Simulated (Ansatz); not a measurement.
# ZrCdS3 (model cell, started as cubic perovskite with Zr in the octahedra): following an unstable mode, part 3 of 3

Aim: this structure of ZrCdS3 (model cell, started as cubic perovskite with Zr in the octahedra) is to be tested for unstable modes, and one is followed downhill.

Ansatz 0.2.0; DFT PBEsol, scalar-relativistic, plane waves, PAW; PAW set soft_1.

So far. Step 5 (Energy along the mode, all amplitudes (two of the runs …): The energy still falls at the last step, so the rise lies beyond the steps tried. Step 7 (The new phase in its own primitive cell): The largest force component left is 1.1e-4 meV/Å and the pressure is -0.004 GPa, within the tolerances set. The cell now holds 22.10 Å³/atom. The relaxed cell has a = 6.796, c = 9.570 Å (conventional setting).

The structure was built from a prototype and need not be the compound's stable phase.

## Step 8: Modes of the new phase

A relaxed structure may still be a saddle point, so its zone-centre modes are computed. No field response is asked, since the mesh shows no gap.

Input file input.yaml:

```yaml
crystal:
  lattice:
    - [-3.3981643851, 3.3981643851, 4.7852126105]
    - [3.3981643851, -3.3981643851, 4.7852126105]
    - [3.3981643851, 3.3981643851, -4.7852126105]
  atoms:
    - { symbol: Cd, position: [0.25, 0.75, 0.5] }
    - { symbol: Cd, position: [0.75, 0.25, 0.5] }
    - { symbol: Zr, position: [0.5, 0.5, 0.0] }
    - { symbol: Zr, position: [0.0, 0.0, 0.0] }
    - { symbol: S, position: [0.659100984, 0.840899016, 0.5] }
    - { symbol: S, position: [0.340899016, 0.159100984, 0.5] }
    - { symbol: S, position: [0.25, 0.25, 0.0] }
    - { symbol: S, position: [0.75, 0.75, 0.0] }
    - { symbol: S, position: [0.159100984, 0.659100984, 0.8182019681] }
    - { symbol: S, position: [0.840899016, 0.340899016, 0.1817980319] }
kpoints:
  mp_grid: { grid: [8, 8, 8] }
hamiltonian:
  xc: pbesol
  pseudopotentials: { kind: paw, azcp: { folder: soft_1 }, xc_functional: pbe }
scf:
  occupations: { method: methfessel_paxton, width: 0.2 }
output:
  eigenvalues: true
phonons:
  method: dfpt
```

Started as:

```
> ansatz run input.yaml --threads 8 --pin off --max-ram 16384MiB --backend cpu --events-out ev --progress --plain --runs-dir out
```

Output:

```text
[...]
Crystal: 10 atoms, lattice volume = 221.029 Å³
Basis set: ecut = 420 eV, 4283 PW (Γ), exchange–correlation on 96×96×96 points (8 copies of the dense FFT grid, shifted against one another)
Bands: 60, of which v1, the nominal top of the filled ones, is band 50 counted from 1 (49 counted from 0)
Symmetry: 16 space group operations
k-points: 260 of 512 (irreducible under 1 space group operation, time reversal used)
[...]
SCF iter   1: F=—  HF=-29945.584069 eV  |F-HF|=—  |Δ(HF+E_count)|=         —  Δρ=4.00e-2  dr2=7.35e0  ethr=3.10e-3  ⟨swp⟩=6.2  Hψ=61094  notcnv=0
[...]
SCF iter  12: F=-29943.645220 eV  HF=-29943.645220 eV  |F-HF|=7.28e-12  |Δ(HF+E_count)|=  3.64e-12  S|Δr|=    0.00e0  Δρ=2.60e-8  dr2=1.65e-12  ethr=1.00e-12  ⟨swp⟩=14.6  Hψ=85639  notcnv=0
SCF 1 converged in 12 iterations: F = -29943.645220 eV  dr2 = 1.65e-12
[...]
DFPT response loops at Γ: preconditioner auto → Kerker (q_TF=auto, 2.390 Å⁻¹) (partly filled bands, converged f_vac=0.005); β = 1.00, the filter's whole step (`scf.mixing.beta` (0.50) is not read by the response loops under this deck's `scf.mixing.preconditioner`; to damp them name `kerker` or `kerker_dos`, under which they read `scf.mixing.beta`, and type it under 1.00, their step now; both keys bind the ground state too); Broyden in place of MSR1
SCF converged after 12 iterations
[...]
Free energy (F): -29943.645220 eV
[...]
Internal energy: -29943.651873 eV  (E = F + TS)
E sigma→0 (E₀):  -29943.646883 eV
Entropy (-TS):   0.006653 eV (0.665 meV/atom)
Fermi energy:    8.265221 eV
[...]
--- Band table (eV; the first three rows and the last of 260) ---
  k-point 0: bands = [... 46 lower, 7.8672, 7.8672, 8.1954, 8.2329, 8.2329, 9.3005, 9.3005, 9.5772, ... 6 higher]
  k-point 1: bands = [... 46 lower, 7.7719, 7.8131, 7.9407, 7.9498, 8.5845, 9.2061, 9.2619, 9.9590, ... 6 higher]
  k-point 2: bands = [... 46 lower, 7.4009, 7.5064, 7.6172, 7.9485, 9.0396, 9.1196, 9.2987, 10.3667, ... 6 higher]
  k-point 259: bands = [... 46 lower, 6.4758, 6.4758, 8.2125, 8.2125, 8.7229, 9.5674, 10.0573, 10.3557, ... 6 higher]
--- Phonons (Γ-DFPT): 8 representative perturbations + reference, on 260 of 512 k-points (Σ response iterations 26) ---
  k mesh reduced under 1 symmetry operation, with k and −k counted as one. Each operation leaves every solved perturbation unchanged. A smaller set is not used because it would not reduce the number of displacements times k-points to solve
  ASR residual: 7.355e-5 → 0.000e0 eV/Å²; symmetrization residual: 1.206e-5 eV/Å²
  ASR residual per site (eV/Å²): 2.33e-5 2.33e-5 7.36e-5 7.36e-5 1.99e-5 1.99e-5 2.99e-5 2.99e-5 1.99e-5 1.99e-5
  Γ frequencies (cm⁻¹): -162.68 -162.68 -109.44 -109.44 -27.14 -27.14 -20.92 -20.92 0.00 0.00 0.00 36.83 60.75 82.69 119.89 121.24 121.24 158.85 158.85 159.76 159.76 258.26 265.91 275.25 282.52 282.52 303.26 319.46 406.48 462.99
  non-analytic LO–TO correction: not included (Born effective charges unavailable; polar crystals: no LO–TO splitting at Γ)
```

Elapsed: 8.3 min, on 8 threads of AMD EPYC 7B13 (Zen 3), shared host; peak memory 8.9 GiB.

Numbers from this step:

```yaml
sum_rule_residual_before_enforcement: 7.36e-5 eV/Å²
point_group: 4/mmm
highest_optical_mode_at_the_zone_centre_no_lo_to_term: 463.0 cm⁻¹
lowest_optical_zone_centre_mode: -162.7 cm⁻¹
```

Patterns of degenerate modes are one choice out of their space. The modes at Γ (shares of kinetic energy by element, %) (negative means imaginary):

```csv
mode,frequency (cm⁻¹),symmetry,Cd %,Zr %,S %
1,-162.7,Eg,0,0,100
2,-162.7,Eg,0,0,100
3,-109.4,Eu,7,11,82
4,-109.4,Eu,7,11,82
5,-27.1,Eg,99,0,1
6,-27.1,Eg,99,0,1
7,-20.9,Eu,52,35,13
8,-20.9,Eu,52,35,13
9,0.0,acoustic,37,30,32
10,0.0,acoustic,37,30,32
11,0.0,acoustic,37,30,32
12,36.8,A2u,38,50,11
13,60.8,B2g,99,0,1
14,82.7,A2u,24,5,71
15,119.9,B1u,0,0,100
16,121.2,Eu,0,19,81
17,121.2,Eu,0,19,81
18,158.8,Eg,1,0,99
19,158.8,Eg,1,0,99
20,159.8,Eu,4,94,2
21,159.8,Eu,4,94,2
22,258.3,A1g,0,0,100
23,265.9,B2g,1,0,99
24,275.2,A1u,0,100,0
25,282.5,Eu,0,11,89
26,282.5,Eu,0,11,89
27,303.3,B1g,0,0,100
28,319.5,A2g,0,0,100
29,406.5,A2u,0,14,86
30,463.0,A2g,0,0,100
```

Displacements in mode 1 (-162.7 cm⁻¹), the largest set to 1:
```
Cd1 -0.03  0.00  0.00
Cd2  0.03  0.00  0.00
Zr3  0.00  0.00  0.00
Zr4  0.00  0.00  0.00
S5   0.00  0.00 -0.73
S6   0.00  0.00  0.73
S7  -1.00  0.04  0.00
S8   1.00 -0.04  0.00
S9   0.00  0.00 -0.79
S10  0.00  0.00  0.79
```

Displacements in mode 16 (121.2 cm⁻¹), the largest set to 1:
```
Cd1 -0.01 -0.04  0.00
Cd2 -0.01 -0.04  0.00
Zr3 -0.36 -0.27  0.00
Zr4  0.15 -0.43  0.00
S5  -0.57  0.47  0.00
S6  -0.57  0.47  0.00
S7  -0.09 -0.29  0.00
S8  -0.09 -0.29  0.00
S9   1.00  0.95  0.00
S10  1.00  0.95  0.00
```

Before it was imposed, the acoustic sum rule was missed by 7.4e-5 eV/Å². Small misses are needed for a sound result but don't prove that mesh and cutoff are converged. The lowest optical mode is imaginary, 162.7i cm⁻¹, so the energy falls along it.

## Step 9: What came out

```yaml
unstable_mode_of_the_parent: q = (-0.5, -0.5, -0.5), 180i cm⁻¹
depth_at_the_lowest_point_sampled: 192 meV/atom
largest_atomic_shift_at_that_point: 0.6 Å
space_group_reached: I4/mcm
energy_gained_over_the_parent_first_relaxation_on_the_mesh_of_the_frozen_mode: 291 meV/atom
volume_per_atom_phase_reached: 22.1 Å³
lowest_optical_zone_centre_mode_phase_reached: -163 cm⁻¹
highest_optical_mode_at_the_zone_centre_no_lo_to_term_phase_reached: 463 cm⁻¹
```

**Reading.** Along this mode the structure falls into I4/mcm, 291 meV/atom below the parent. At the parent's cell the well is 191.5 meV/atom deep on the steps tried, with its lowest point at a shift of 0.6 Å. That is the last step tried, so the steps alone don't bracket the bottom of the well. Relaxing atoms and cell changes the gain by +99.85 meV/atom against the lowest step (energies at zero smearing). The new phase still has an imaginary mode at the zone centre of its cell, so it is a saddle point on the way to a lower structure. Of the 4 patterns followed from this parent, this one ends 197 meV/atom above the lowest, R-3c. Each path keeps the symmetry of its pattern, so a lower phase may lie along a pattern not tried. With no gap, or one that is small against the smearing, the frequencies hang on the k mesh and the smearing, most of all near Kohn anomalies. A semilocal functional can close a gap that the real compound would have, so the metallic treatment may be an artefact of the level. The PAW files were made for PBE and serve the other functionals too. A phonon run warned that its eigensolver left some bands unconverged in a pass. The starting cell was built on a prototype and not taken from a measurement, so the phase need not exist.

[Long decimals in the printed logs are rounded to 6 places.]

[Logs are printed without paths, hosts, clocks, repeated set-up lines and the standing remarks that a program may print on its own settings, such as how far it seeks lower states.]

[Hosts, paths, dates, database ids (printed as entryN), source tags and the programs' standing remarks are cut or masked in the printed files.]

[Where the starting crystal was built by hand or by swapping elements, it need not be the compound's stable phase.]
